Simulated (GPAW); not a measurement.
# O K-edge XANES of TiO2 (Rutile, P4_2/mnm), part 3 of 4

How does the O K edge of TiO2 (Rutile, P4_2/mnm) move when the bonds are compressed or stretched?

GPAW 26.7.0; X-ray absorption from dipole matrix elements to empty bands, plane-wave PAW LDA.

So far. Step 4 (Spectrum with FCH, O atom 3): The hole costs E(hole) − E(ground) = 526.75 eV, and the lowest empty level of the hole cell on the spectrum's mesh lies at 6.93 eV, which puts the zero at 533.68 eV. One term is added: -8.83 eV, since the hole is spin-paired here and a spin-polarised one costs that much less in the free atom (computed apart). The photon energy is then 524.85 eV.

## 7. Reference energy of the supercell

Level of this step: plane-wave PAW DFT, LDA, self-consistent field (GPAW).

The cell changes for the next run, so it gets a reference energy of its own.

The cell differs from the one that the last finished run ended in (a 5.351 → 5.407 Å, b 5.351 → 5.407 Å, c 5.351 → 5.407 Å).

Contents of scf.py:

```python
import numpy as np
from ase import Atoms
from ase.parallel import parprint, paropen
from gpaw import GPAW, PW, FermiDirac, Mixer, MixerDif, setup_paths
from gpaw.test import gen
setup_paths.insert(0, '.')
gen('O', name='nch1s', xcname='LDA', corehole=(1, 0, 0), write_xml=True)
from gpaw.mpi import world
world.barrier()

atoms = Atoms('Ti4O8',
    cell=[[4.54581097, 0, 2.92752523],
     [0, 4.54581097, 2.92752523],
     [-4.54581097, 0, 2.92752523]],
    scaled_positions=[[0.25, 0.5, 0.75],
     [0.75, 0.5, 0.25],
     [0, 0, 0],
     [0.5, 0, 0.5],
     [0.55496, 0.19504, 0.75],
     [0.05496, 0.19504, 0.25],
     [0, 0.69504, 0.30496],
     [0.5, 0.69504, 0.80496],
     [0.94504, 0.80496, 0.75],
     [0.44504, 0.80496, 0.25],
     [0, 0.30496, 0.69504],
     [0.5, 0.30496, 0.19504]],
    pbc=True)
atoms.calc = calc = GPAW(legacy_gpaw=True, mode=PW(500, force_complex_dtype=True), xc='LDA', setups={4: 'nch1s'},
    kpts={'size': (4, 4, 4), 'gamma': True}, occupations=FermiDirac(0.02),
    charge=0, mixer=Mixer(0.1, 5, 50), maxiter=150,
    convergence={'density': 0.0001, 'eigenstates': 1e-6}, txt='scf.txt')
energy = atoms.get_potential_energy() + calc.get_reference_energy()
ef = calc.get_fermi_level()
out = dict(energy=energy, fermi=ef, forces=atoms.get_forces().tolist())
parprint(f'all-electron energy {energy:.4f} eV, Fermi level {ef:.4f} eV')
ev = np.array([[calc.get_eigenvalues(k, s) for k in range(len(calc.get_ibz_k_points()))] for s in range(calc.get_number_of_spins())])
out['homo'], out['lumo'], out['counts'] = ev[ev < ef].max(), ev[ev > ef].min(), sorted(set((ev < ef).sum((0, 2)).tolist()))
out['filled'] = (ev[:, 0] < ef).sum(1).tolist()
import json
with paropen('out.json', 'w') as f:
    json.dump(out, f)
```

Command:

```sh
$ OMP_NUM_THREADS=1 mpirun -n 4 gpaw python scf.py
```

Numbers of over 12 decimals in the logs are rounded to 6 here.

What it wrote:

```text
Input parameters:
  convergence: {density: 0.0001,
                eigenstates: 1e-06}
  kpts: {gamma: True,
         size: (4, 4, 4)}
  maxiter: 150
  mixer: {backend: pulay,
          beta: 0.1,
          method: separate,
          nmaxold: 5,
          weight: 50}
  mode: {ecut: 500.0,
         force_complex_dtype: True,
         name: pw}
  occupations: {fixmagmom: False,
                name: fermi-dirac,
[...]
2s(2) :    -0.872866     1.079797
*s    :     0.127134
2p(4) :    -0.337925     0.876472
*p    :     0.662075
*d    :     0.000000
--------------------------------

Diagonalizing with gridspacing h=0.050

state   all-electron     PAW
-------------------------------
2s:      -0.872866    -0.873954
2p:      -0.337925    -0.341740
*d:                    0.050276
*f:                    0.077289
-------------------------------
all-electron energy -109030.4902 eV, Fermi level 6.3599 eV
[key lines of the parts left out:]
Converged after 18 iterations.
Dipole moment: (-0.000000, -0.000000, -0.000000) |e|*Ang
Free energy:   -111.429429
Fermi level: 6.35993
```

Run time: 45 s. Hardware: 4 MPI ranks of Arm Neoverse V1, shared host; peak memory 0.27 GiB.

Reference energy: -109030.490 eV with the cores included.

## 8. Spectrum with FCH, O atom 3

Shorter bonds are expected to push antibonding states and scattering resonances up, and longer ones down; the cell is scaled to test that.

Changed against the first core-hole run: volume scale from 1 to 0.97.

Contents of xas.py:

```python
import numpy as np
from ase import Atoms
from ase.parallel import parprint, paropen
from gpaw import GPAW, PW, FermiDirac, Mixer, MixerDif, setup_paths
from gpaw.test import gen
setup_paths.insert(0, '.')
gen('O', name='fch1s', xcname='LDA', corehole=(1, 0, 1), write_xml=True)
from gpaw.mpi import world
world.barrier()

atoms = Atoms('Ti4O8',
    cell=[[4.54581097, 0, 2.92752523],
     [0, 4.54581097, 2.92752523],
     [-4.54581097, 0, 2.92752523]],
    scaled_positions=[[0.25, 0.5, 0.75],
     [0.75, 0.5, 0.25],
     [0, 0, 0],
     [0.5, 0, 0.5],
     [0.55496, 0.19504, 0.75],
     [0.05496, 0.19504, 0.25],
     [0, 0.69504, 0.30496],
     [0.5, 0.69504, 0.80496],
     [0.94504, 0.80496, 0.75],
     [0.44504, 0.80496, 0.25],
     [0, 0.30496, 0.69504],
     [0.5, 0.30496, 0.19504]],
    pbc=True)
atoms.calc = calc = GPAW(legacy_gpaw=True, mode=PW(500, force_complex_dtype=True), xc='LDA', setups={4: 'fch1s'},
    kpts={'size': (4, 4, 4), 'gamma': True}, occupations=FermiDirac(0.02),
    charge=0, mixer=Mixer(0.1, 5, 50), maxiter=150,
    convergence={'density': 0.0001, 'eigenstates': 1e-6}, txt='scf.txt')
energy = atoms.get_potential_energy() + calc.get_reference_energy()
ef = calc.get_fermi_level()
out = dict(energy=energy, fermi=ef, forces=atoms.get_forces().tolist())
parprint(f'all-electron energy {energy:.4f} eV, Fermi level {ef:.4f} eV')
ev = np.array([[calc.get_eigenvalues(k, s) for k in range(len(calc.get_ibz_k_points()))] for s in range(calc.get_number_of_spins())])
out['homo'], out['lumo'], out['counts'] = ev[ev < ef].max(), ev[ev > ef].min(), sorted(set((ev < ef).sum((0, 2)).tolist()))
out['filled'] = (ev[:, 0] < ef).sum(1).tolist()

from ase.units import Ha
from gpaw.xas import dipole_matrix_elements
nb = int(calc.get_number_of_electrons() / 2) + 95
top, nb = nb, nb + 8 + nb // 12
nscf = calc.fixed_density(kpts={'size': (6, 6, 6), 'gamma': True}, nbands=nb,
    convergence={'bands': top, 'eigenstates': 5e-3}, maxiter=60, txt='nscf.txt')
cell = atoms.cell.array
ops = [cell.T @ U.T @ np.linalg.inv(cell.T) for U in nscf.wfs.kd.symmetry.op_scc]
filled = [48]  # bands filled in the ground state, by spin
E = np.arange(-6, 34, 0.1)
fwhm = np.interp(E, [4, 25], [0.9, 3.5])
Y, X, zero, highest = 0, 0, 1e9, 1e9
for spin in range(nscf.get_number_of_spins()):
    wfs = nscf.wfs
    mine = wfs.bd.get_slice()  # this rank's bands
    A = dipole_matrix_elements(wfs.setups[4])
    eps = np.zeros((wfs.kd.nibzkpts, nb))
    d = np.zeros((3, A.shape[1], wfs.kd.nibzkpts, nb), complex)
    for kpt in wfs.kpt_u:
        if kpt.s == spin and 4 in kpt.P_ani:
            eps[kpt.k, mine] = kpt.eps_n * Ha
            d[:, :, kpt.k, mine] = (kpt.weight * wfs.nspins / 2) ** 0.5 * np.inner(A, kpt.P_ani[4])
    world.sum(eps)
    world.sum(d)
    T = np.einsum('amkn,bmkn->abkn', d, d.conj()).real
    T = sum(np.einsum('ai,ijkn,bj->abkn', R, T, R) for R in ops) / len(ops)
    empty = np.ones_like(eps, bool) & (np.arange(nb) >= filled[spin])
    zero, highest = min(zero, eps[empty].min()), min(highest, eps[:, top - 1].min())
    lines = [(eps, T, empty)] if spin == 0 else lines + [(eps, T, empty)]
for eps, T, empty in lines:
    f = np.einsum('aakn->akn', T).reshape(3, -1)
    x = eps.ravel() - zero
    w = np.interp(x, E, fwhm) / 2.35482
    g = np.exp(-0.5 * ((E[:, None] - x) / w) ** 2) / (w * (2 * np.pi) ** 0.5)
    Y = Y + (f * empty.ravel()) @ g.T
    X = X + (f * ~empty.ravel()) @ g.T
out.update(E=E.round(2).tolist(), xas=Y.tolist(), xes=X.tolist(), zero=zero, valid=highest - zero, nk=len(eps), nb=nb)
for i in range(0, len(E), 10):
    parprint(f'{E[i]:7.2f}', *(f'{v:10.3e}' for v in Y[:, i]))
import json
with paropen('out.json', 'w') as f:
    json.dump(out, f)
```

Command:

```sh
$ OMP_NUM_THREADS=1 mpirun -n 4 gpaw python xas.py
```

What it wrote:

```text
Input parameters:
  convergence: {density: 0.0001,
                eigenstates: 1e-06}
  kpts: {gamma: True,
         size: (4, 4, 4)}
  maxiter: 150
  mixer: {backend: pulay,
          beta: 0.1,
          method: separate,
          nmaxold: 5,
          weight: 50}
  mode: {ecut: 500.0,
         force_complex_dtype: True,
         name: pw}
  occupations: {fixmagmom: False,
                name: fermi-dirac,
[...]
*p    :    -0.067100
*d    :     0.000000
--------------------------------

Diagonalizing with gridspacing h=0.050

state   all-electron     PAW
-------------------------------
2s:      -1.594915    -1.596334
2p:      -1.067100    -1.073375
*d:                   -0.060686
*f:                   -0.013559
-------------------------------
all-electron energy -108504.0718 eV, Fermi level 6.4380 eV
[...]
32.00  3.582e-05  3.582e-05  5.569e-05
  33.00  4.071e-05  4.071e-05  6.258e-05
[key lines of the parts left out:]
Converged after 17 iterations.
Dipole moment: (-0.211891, -0.183491, 0.049721) |e|*Ang
Free energy:   -135.677719
Fermi level: 6.43795
```

Wall time 3.1 min (4 MPI ranks); peak memory 0.54 GiB.

```
E (eV)  first run  this run
  -2.0       0.00      0.00
  -1.0       0.00      0.00
   0.0       0.40      0.37
   1.0       1.76      1.76
   2.0       0.52      0.60
   3.0       0.93      0.56
   4.0       2.34      2.43
   5.0       0.74      1.07
   6.0       0.08      0.13
   7.0       0.12      0.10
   8.0       0.42      0.36
   9.0       1.02      0.94
  10.0       1.30      1.28
  11.0       1.25      1.20
  12.0       1.57      1.48
  13.0       1.76      1.71
  14.0       1.54      1.51
  15.0       1.35      1.31
  16.0       1.12      1.19
  17.0       0.71      0.86
  18.0       0.45      0.53
  19.0       0.39      0.40
  20.0       0.46      0.43
  21.0       0.59      0.54
  22.0       0.72      0.66
  23.0       0.81      0.77
  24.0       0.83      0.83
  25.0       0.78      0.81
  26.0       0.69      0.73
  27.0       0.61      0.65
  28.0       0.56      0.57
  29.0       0.58      0.55
  30.0       0.64      0.59
  31.0       0.70      0.64
  32.0       0.77      0.69
```

Against the first run the r.m.s. difference is 11 %. The highest intensity below 16 eV goes from 3.8 eV (2.41) to 4.0 eV (2.43).

The photon energy of the zero moves by +0.09 eV.

## 9. Reference energy of the supercell

The cell changes for the next run, so it gets a reference energy of its own.

The cell differs from the one that the last finished run ended in (a 5.407 → 5.516 Å, b 5.407 → 5.516 Å, c 5.407 → 5.516 Å).

Changes to scf.py since step 7:

```diff
@@ -11,5 +11,5 @@
 atoms = Atoms('Ti4O8',
-    cell=[[4.54581097, 0, 2.92752523],
-     [0, 4.54581097, 2.92752523],
-     [-4.54581097, 0, 2.92752523]],
+    cell=[[4.63767028, 0, 2.98668309],
+     [0, 4.63767028, 2.98668309],
+     [-4.63767028, 0, 2.98668309]],
     scaled_positions=[[0.25, 0.5, 0.75],
```

Command:

```sh
$ OMP_NUM_THREADS=1 mpirun -n 4 gpaw python scf.py
```

What it wrote:

```text
Input parameters:
  convergence: {density: 0.0001,
                eigenstates: 1e-06}
  kpts: {gamma: True,
         size: (4, 4, 4)}
  maxiter: 150
  mixer: {backend: pulay,
          beta: 0.1,
          method: separate,
          nmaxold: 5,
          weight: 50}
  mode: {ecut: 500.0,
         force_complex_dtype: True,
         name: pw}
  occupations: {fixmagmom: False,
                name: fermi-dirac,
[...]
2s(2) :    -0.872866     1.079797
*s    :     0.127134
2p(4) :    -0.337925     0.876472
*p    :     0.662075
*d    :     0.000000
--------------------------------

Diagonalizing with gridspacing h=0.050

state   all-electron     PAW
-------------------------------
2s:      -0.872866    -0.873954
2p:      -0.337925    -0.341740
*d:                    0.050276
*f:                    0.077289
-------------------------------
all-electron energy -109030.2368 eV, Fermi level 5.6877 eV
[key lines of the parts left out:]
Converged after 19 iterations.
Dipole moment: (-0.000000, -0.000000, 0.000000) |e|*Ang
Free energy:   -111.176047
Fermi level: 5.68765
```

It took 54 s on 4 MPI ranks; peak memory 0.28 GiB.

Reference energy: -109030.237 eV with the cores included.

## 10. Spectrum with FCH, O atom 3

Shorter bonds are expected to push antibonding states and scattering resonances up, and longer ones down; the cell is scaled to test that.

Changed against the first core-hole run: volume scale from 1 to 1.03.

Changes to xas.py since step 8:

```diff
@@ -11,5 +11,5 @@
 atoms = Atoms('Ti4O8',
-    cell=[[4.54581097, 0, 2.92752523],
-     [0, 4.54581097, 2.92752523],
-     [-4.54581097, 0, 2.92752523]],
+    cell=[[4.63767028, 0, 2.98668309],
+     [0, 4.63767028, 2.98668309],
+     [-4.63767028, 0, 2.98668309]],
     scaled_positions=[[0.25, 0.5, 0.75],
@@ -41,3 +41,3 @@
 from gpaw.xas import dipole_matrix_elements
-nb = int(calc.get_number_of_electrons() / 2) + 95
+nb = int(calc.get_number_of_electrons() / 2) + 99
 top, nb = nb, nb + 8 + nb // 12
```

Command:

```sh
$ OMP_NUM_THREADS=1 mpirun -n 4 gpaw python xas.py
```

What it wrote:

```text
Input parameters:
  convergence: {density: 0.0001,
                eigenstates: 1e-06}
  kpts: {gamma: True,
         size: (4, 4, 4)}
  maxiter: 150
  mixer: {backend: pulay,
          beta: 0.1,
          method: separate,
          nmaxold: 5,
          weight: 50}
  mode: {ecut: 500.0,
         force_complex_dtype: True,
         name: pw}
  occupations: {fixmagmom: False,
                name: fermi-dirac,
[...]
*p    :    -0.067100
*d    :     0.000000
--------------------------------

Diagonalizing with gridspacing h=0.050

state   all-electron     PAW
-------------------------------
2s:      -1.594915    -1.596334
2p:      -1.067100    -1.073375
*d:                   -0.060686
*f:                   -0.013559
-------------------------------
all-electron energy -108503.1687 eV, Fermi level 5.7357 eV
[...]
32.00  4.327e-05  4.327e-05  6.855e-05
  33.00  5.308e-05  5.308e-05  7.955e-05
[key lines of the parts left out:]
Converged after 17 iterations.
Dipole moment: (-0.210265, -0.186116, 0.051666) |e|*Ang
Free energy:   -134.774598
Fermi level: 5.73571
```

It took 3.5 min on 4 MPI ranks; peak memory 0.58 GiB; 14 min of CPU time.

```
E (eV)  first run  this run
  -2.0       0.00      0.00
  -1.0       0.00      0.00
   0.0       0.40      0.42
   1.0       1.76      1.74
   2.0       0.52      0.46
   3.0       0.93      1.34
   4.0       2.34      2.19
   5.0       0.74      0.49
   6.0       0.08      0.05
   7.0       0.12      0.14
   8.0       0.42      0.48
   9.0       1.02      1.09
  10.0       1.30      1.32
  11.0       1.25      1.31
  12.0       1.57      1.65
  13.0       1.76      1.80
  14.0       1.54      1.58
  15.0       1.35      1.36
  16.0       1.12      0.98
  17.0       0.71      0.59
  18.0       0.45      0.40
  19.0       0.39      0.40
  20.0       0.46      0.50
  21.0       0.59      0.64
  22.0       0.72      0.76
  23.0       0.81      0.84
  24.0       0.83      0.82
  25.0       0.78      0.74
  26.0       0.69      0.66
  27.0       0.61      0.59
  28.0       0.56      0.57
  29.0       0.58      0.62
  30.0       0.64      0.69
  31.0       0.70      0.75
  32.0       0.77      0.86
```

The scaled spectrum changes by 10 % r.m.s. The highest intensity below 16 eV goes from 3.8 eV (2.41) to 3.7 eV (2.40).

The photon energy of the zero moves by -0.09 eV.

## 11. Supercell without a hole, the energy reference

The cell changes for the next run, so it gets a reference energy of its own.

The cell differs from the one that the last finished run ended in (a 5.516 → 5.569 Å, b 5.516 → 5.569 Å, c 5.516 → 5.569 Å).

Changes to scf.py since step 9:

```diff
@@ -11,5 +11,5 @@
 atoms = Atoms('Ti4O8',
-    cell=[[4.63767028, 0, 2.98668309],
-     [0, 4.63767028, 2.98668309],
-     [-4.63767028, 0, 2.98668309]],
+    cell=[[4.682266, 0, 3.01540296],
+     [0, 4.682266, 3.01540296],
+     [-4.682266, 0, 3.01540296]],
     scaled_positions=[[0.25, 0.5, 0.75],
```

Command:

```sh
$ OMP_NUM_THREADS=1 mpirun -n 4 gpaw python scf.py
```

What it wrote:

```text
Input parameters:
  convergence: {density: 0.0001,
                eigenstates: 1e-06}
  kpts: {gamma: True,
         size: (4, 4, 4)}
  maxiter: 150
  mixer: {backend: pulay,
          beta: 0.1,
          method: separate,
          nmaxold: 5,
          weight: 50}
  mode: {ecut: 500.0,
         force_complex_dtype: True,
         name: pw}
  occupations: {fixmagmom: False,
                name: fermi-dirac,
[...]
2s(2) :    -0.872866     1.079797
*s    :     0.127134
2p(4) :    -0.337925     0.876472
*p    :     0.662075
*d    :     0.000000
--------------------------------

Diagonalizing with gridspacing h=0.050

state   all-electron     PAW
-------------------------------
2s:      -0.872866    -0.873954
2p:      -0.337925    -0.341740
*d:                    0.050276
*f:                    0.077289
-------------------------------
all-electron energy -109029.8809 eV, Fermi level 5.3494 eV
[key lines of the parts left out:]
Converged after 17 iterations.
Dipole moment: (-0.000000, -0.000000, 0.000000) |e|*Ang
Free energy:   -110.820151
Fermi level: 5.34940
```

Elapsed: 48 s, on 4 MPI ranks; peak memory 0.28 GiB.

Reference energy: -109029.881 eV with the cores included.

[end of part 3 of 4]

[Banner, clock and machine lines of the logs are left out without a mark of their own.]

[Logs are printed without paths, hosts, clocks, repeated set-up lines and the standing remarks that a program may print on its own settings, such as how far it seeks lower states.]

[Hosts, paths, dates, database ids (printed as entryN), source tags and the programs' standing remarks are cut or masked in the printed files.]

[Lists of maxima count a maximum above −3 eV only where it reaches 4 % of the highest in the window and stands out from its surroundings by 2 % of it (1.5 % where it reaches 55 %); shoulders and weaker maxima are passed over, and of the rest the first, up to two pre-edge ones and the few strongest are named.]
